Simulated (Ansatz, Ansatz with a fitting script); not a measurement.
# The order of polymorphs of C (R-3m) on a ladder of methods, part 2 of 2

Do cheaper functionals agree with RPA on the order of polymorphs of C (R-3m)?

Ansatz 0.2.0; density functionals and EXX+RPA, plane waves.

So far: Relax (relaxation of Fmmm); Scf lda (preparation); Energy LDA (polymorph R-3m); Energy r2SCAN (polymorph R-3m); Energy r2SCAN+rVV10 (polymorph R-3m); Energy r2SCAN-D4 (polymorph R-3m).

The database entry behind the starting cell is an old determination (1942), so it need not match the best structure at ambient conditions.

## 10. Energy RPA (polymorph R-3m)

The RPA correlation energy is summed at several response cutoffs, since it converges slowly from above.

This step: EXX+RPA on LDA, plane waves, norm-conserving pseudopotentials.

File input.yaml:

```yaml
crystal:
  lattice:
    - [1.2273062137, 0.7085855729, 3.3582677061]
    - [-1.2273062137, 0.7085855729, 3.3582677061]
    - [0.0, -1.4171711457, 3.3582677061]
  atoms:
    - { symbol: C, position: [0.8333390776, 0.8333390776, 0.8333390776] }
    - { symbol: C, position: [0.1666609224, 0.1666609224, 0.1666609224] }
kpoints:
  mp_grid: { grid: [8, 8, 8] }
hamiltonian:
  xc: lda
  pseudopotentials: { kind: nc, xc_functional: pbe }
scf:
  occupations: { method: fixed }
  convergence: { dr2_threshold: 1.0e-09 }
output:
  rpa_energy:
    ecut_chi_ladder: [204, 238, 272, 306, 340]
    long_wavelength: optical_limit
    n_empty_bands: 88
basis:
  ecutwfc: 1115.666836
  xc_grid: 3
```

Run with:

```
$ ansatz run input.yaml --threads 8 --pin off --max-ram 18432MiB --backend cpu --events-out ev --progress --plain --runs-dir out
```

Numbers of over 12 decimals in the logs are rounded to 6 here.

The program printed:

```text
[...]
Crystal: 2 atoms, lattice volume = 17.523 Å³
Basis set: ecut = 1115.666836 eV, 1489 PW (Γ), exchange–correlation on 120×120×120 points (27 copies of the dense FFT grid, shifted against one another)
Bands: 8, of which v1, the nominal top of the filled ones, is band 4 counted from 1 (3 counted from 0)
Symmetry: 12 space group operations
[...]
k-points: 65 of 512
[...]
SCF iter   1: F=—  HF=-328.236203 eV  |F-HF|=—  |Δ(HF+E_count)|=         —  Δρ=1.32e-1  dr2=2.54e0  ethr=3.10e-3  ⟨swp⟩=5.6  Hψ=3813  notcnv=0  defer=114
[...]
SCF iter   8: F=-327.045253 eV  HF=-327.045253 eV  |F-HF|=3.30e-11  |Δ(HF+E_count)|=   3.26e-9  Δρ=7.85e-7  dr2=5.27e-11  ethr=1.25e-11  ⟨swp⟩=5.8  Hψ=2561  notcnv=0
SCF 1 converged in 8 iterations: F = -327.045253 eV  dr2 = 5.27e-11
NSCF: frozen V_eff on 65 k-points
EXX+RPA screening: q 1/65 (q-point 7)
EXX+RPA screening: q 2/65 (q-point 8)
EXX+RPA screening: q 3/65 (q-point 9)
EXX+RPA screening: q 4/65 (q-point 10)
EXX+RPA screening: q 5/65 (q-point 11)
EXX+RPA screening: q 6/65 (q-point 14)
EXX+RPA screening: q 7/65 (q-point 15)
EXX+RPA screening: q 8/65 (q-point 16)
EXX+RPA screening: q 9/65 (q-point 19)
EXX+RPA screening: q 10/65 (q-point 30)
EXX+RPA screening: q 11/65 (q-point 31)
EXX+RPA screening: q 12/65 (q-point 32)
EXX+RPA screening: q 13/65 (q-point 33)
EXX+RPA screening: q 14/65 (q-point 34)
[...]
EXX+RPA screening: q 46/65
[...]
EXX+RPA screening: q 61/65 (q-point 22)
EXX+RPA screening: q 62/65 (q-point 47)
EXX+RPA screening: q 63/65 (q-point 60)
EXX+RPA screening: q 64/65 (q-point 65)
EXX+RPA screening: q 65/65 (q-point 1)
[...]
SCF converged after 8 iterations
Free energy (F): -327.045253 eV
[...]
Internal energy: -327.045253 eV  (E = F + TS)
E sigma→0 (E₀):  -327.045253 eV
Fermi energy:    6.264207 eV
[...]
--- Band table (eV; the first three rows and the last of 65) ---
[...]
--- EXX+RPA: 8×8×8 mesh (65 irreducible q, 22950/33280 k–q pairs), 92 bands' worth read of 97 solved (the sum completed by the states above those read; Γ's head and wings end at those read), 4 occupied, 13 to 14 frequency nodes, the response taken to reach 1107.8 eV, pair-density box ratio 4, q→0 included in E_x (Coulomb truncated on the Wigner–Seitz cell) and E_c (k·p head, wings) ---
  smallest occupied→empty transition 1.540e0 eV, smallest direct gap 1.540e0 eV
  indirect gap at most 1.540e0 eV, over 65 k-points of the mesh
  bands read: the sum over 92 bands ends inside a degenerate multiplet in 3 slots, whose members it reads at an even weight; the widest, k=21: bands 92 to 93 (counted from 1) at 1/2 each
  E_x                     =       -85.763590 eV
  E_xc[n_v+n_c], E_xc[n_v] =      -115.883671, -94.584510 eV (parent functional, the pass's orbitals; any nonlocal part keeps n_c)
  E_c ladder  E_cut^χ (eV)   ⟨N_G⟩      E_cut^sphere (eV)      E_c (eV)
                  204.00      115.8            203.89        -12.941803
                  238.00      146.3            238.24        -13.184642
                  272.00      178.6            272.14        -13.351489
                  306.00      212.8            305.85        -13.472023
                  340.00      249.8            340.28        -13.563218
  E_c(E_cut→∞)            =       -14.102892 ± 0.002099 eV  (E_cut^-3/2 fit over 5 rungs)
  S(q), 6 of 64 wave vectors   |q| (1/Å)       S_0(q)   S_0 (bands read)   S_RPA(q)   (top rung; structure_factors; the frequency nodes sum S_0 to within 1.2e-6)
    ( 0.1250,  0.1250,  0.1250)    0.23387     0.010411           0.010392   0.005639
    ( 0.0000,  0.0000,  0.1250)    0.37760     0.043372           0.043317   0.017576
    ( 0.0000,  0.1250,  0.1250)    0.40102     0.046588           0.046526   0.019537
    ( 0.2500,  0.2500,  0.2500)    0.46774     0.039716           0.039639   0.022172
    ( 0.1250,  0.1250,  0.2500)    0.48347     0.058281           0.058194   0.027211
    ( 0.1250,  0.2500,  0.2500)    0.53706     0.067395           0.067288   0.032876
  core–valence xc dropped  : E_EXX =      -296.925173 eV   E_EXX+RPA =      -311.028065 eV
  core–valence xc semilocal: E_EXX =      -318.224334 eV   E_EXX+RPA =      -332.327226 eV
```

Elapsed: 6.8 min, on 8 threads of Arm Neoverse V1, shared host; peak memory 0.61 GiB.

This step gave:

```yaml
exact_exchange_energy: -85.7636 eV
rpa_correlation_energy: -14.10 eV
```

Extrapolated from these cutoffs, the correlation energy is -7.05 eV per atom (fit error 0.00); such a limit moves with the range of cutoffs.

RPA ladder, by row:

| response cutoff (eV) | mean plane waves | sphere-equivalent cutoff (eV) | correlation energy (eV) |
| --- | --- | --- | --- |
| 204 | 115.8 | 203.9 | -12.94 |
| 238 | 146.3 | 238.2 | -13.18 |
| 272 | 178.6 | 272.1 | -13.35 |
| 306 | 212.8 | 305.9 | -13.47 |
| 340 | 249.8 | 340.3 | -13.56 |

## 11. Energy Hartree-Fock on PAW files (polymorph R-3m)

Exact exchange on orbitals of the same functional is the other half of the RPA total energy; it is taken from PAW data, not from the files of the RPA run.

This step: Hartree-Fock energy on orbitals of LDA, plane waves, PAW.

input.yaml, the sections that differ from step 10:

```yaml
hamiltonian:
  xc: lda
  pseudopotentials: { kind: paw, source: ansatz, frozen_core: stored }
output:
  embedding: [{ level: hf }]
basis:
  ecutwfc: 1000
# crystal, kpoints, scf: as in step 10
```

The program printed:

```text
Warning: <dir> the record states the generating functional pbe (its physics header spells it `PBE`), which answers neither for hamiltonian.xc's functional nor for the lda family's, and the run keeps its frozen core as the file was made (hamiltonian.pseudopotentials.frozen_core says where one is remade) — results may be inconsistent (PPs are generated against a specific XC)
[...]
Crystal: 2 atoms, lattice volume = 17.523 Å³
Basis set: ecut = 1000 eV, 1241 PW (Γ), FFT grids on a1−a3, a2−a3, a3
Bands: 8, of which v1, the nominal top of the filled ones, is band 4 counted from 1 (3 counted from 0)
Symmetry: 12 space group operations
[...]
k-points: 65 of 512
[...]
SCF iter   1: F=—  HF=-487.227515 eV  |F-HF|=—  |Δ(HF+E_count)|=         —  Δρ=1.35e-1  dr2=2.71e0  ethr=3.10e-3  ⟨swp⟩=5.5  Hψ=3752  notcnv=0  defer=107
[...]
SCF iter   7: F=-485.946894 eV  HF=-485.946894 eV  |F-HF|=2.29e-10  |Δ(HF+E_count)|=   5.37e-9  Δρ=2.19e-6  dr2=3.89e-10  ethr=1.25e-11  ⟨swp⟩=5.5  Hψ=2422  notcnv=0
SCF 1 converged in 7 iterations: F = -485.946894 eV  dr2 = 3.89e-10
[...]
Embedding: level 1/1
SCF converged after 7 iterations
Free energy (F): -485.946894 eV
[...]
Internal energy: -485.946894 eV  (E = F + TS)
E sigma→0 (E₀):  -485.946894 eV
Fermi energy:    6.150559 eV
[...]
--- Band table (eV; the first three rows and the last of 65) ---
[...]
--- Embedding: other levels on nested regions, to first order at the run's own orbitals ---
  hf on the whole cell: 4 occupied orbitals
    hf − lda = -4.720176 eV: smooth +102.983191, one-centre -22.671197, exact exchange -85.032170 eV
  E of the run      =      -485.946894 eV
  E with the levels =      -490.667070 eV; the forces and the stress are the run's own
```

Elapsed: 48 s, on 8 threads; peak memory 2.7 GiB.

Numbers from this step:

```yaml
hartree_fock_energy_on_these_orbitals: -490.6671 eV
```

## 12. All cells and rungs

The same runs were made at every cell; a script gathers them. RPA correlation comes from norm-conserving files. It is added to exact exchange from a separate PAW run with frozen cores, on orbitals of the same functional but not those of the RPA run. Both sets of files were made for PBE. One row takes the correlation at one cutoff for all cells, another carries it to the limit cell by cell, where the extrapolations scatter.

Cells, by row:

| polymorph | atoms | volume per formula unit (Å³) |
| --- | --- | --- |
| R-3m (166) | 2 | 8.762 |
| Fd-3m (227) | 2 | 5.629 |

Energy less that of the first cell; no zero-point or thermal terms; the two rows with exchange from PAW are two estimates of the RPA value: one cutoff favours the denser form, the extrapolation scatters; the order is settled only where both agree in sign beyond some 15 meV. Ladder, by row:

| level | R-3m (166), meV per formula unit | Fd-3m (227), meV per formula unit | wall time, all cells (s) |
| --- | --- | --- | --- |
| LDA | 0 | -7.6 | 0.9 |
| r2SCAN | 0 | 113.6 | 1.63 |
| r2SCAN+rVV10 | 0 | 74.2 | 2.44 |
| r2SCAN-D4 | 0 | 101.1 | 1.9 |
| EXX (PAW, exact core-valence exchange) | 0 | 163.3 | - |
| EXX+RPA, exchange from PAW, correlation at one sphere-equivalent cutoff of 323 eV | 0 | -11.3 | 498.3 |
| EXX+RPA, exchange from PAW, correlation extrapolated in each cell | 0 | 3.6 | 498.3 |
| EXX+RPA on norm-conserving files alone at that cutoff, core-valence term dropped | 0 | -44.7 | 498.3 |
| EXX+RPA on norm-conserving files alone at that cutoff, core-valence term semilocal | 0 | 0.1 | 498.3 |
| RPA correlation | 0 | -174.5 | 498.3 |

## 13. What came out

| Quantity | Value |
| --- | --- |
| LDA | lowest: Fd-3m (227) |
| r2SCAN | lowest: R-3m (166) |
| r2SCAN+rVV10 | lowest: R-3m (166) |
| r2SCAN-D4 | lowest: R-3m (166) |
| EXX+RPA, exchange from PAW, correlation at one sphere-equivalent cutoff of 323 eV | lowest: Fd-3m (227) |
| EXX+RPA, exchange from PAW, correlation extrapolated in each cell | lowest: R-3m (166) |
| RPA settings | 8×8×8 mesh, response cutoffs up to 340 eV |

What this shows: Against the first cell the two RPA rows with exchange from PAW give Fd-3m (227) -11 to 4 meV per formula unit; neither is exact, since one cutoff truncates unlike cells unequally and the extrapolation scatters. They disagree or lie within 15 meV of zero, so the order is not settled. Energies are for static lattices at cells relaxed by one functional; vibrations can shift such differences by some meV per atom. Each cell's own extrapolation carries a fit error of up to 1 meV per atom, and its limit still moves with the cutoffs, so totals aren't converged; only differences at equal settings are used. RPA is evaluated on semilocal orbitals, not self-consistently, on a coarse mesh. The cells differ in size and shape, so mesh and cutoff errors cancel only in part.

[Paths, hosts, dates, memory and timing lines, banners, echoed tables and standing remarks are left out of the program output.]

[Logs are printed without paths, hosts, clocks, repeated set-up lines and the standing remarks that a program may print on its own settings, such as how far it seeks lower states.]

[Runs of the session that timed out or met a known fault of the program may be left out.]

[Hosts, paths, dates, database ids (printed as entryN), source tags and the programs' standing remarks are cut or masked in the printed files.]
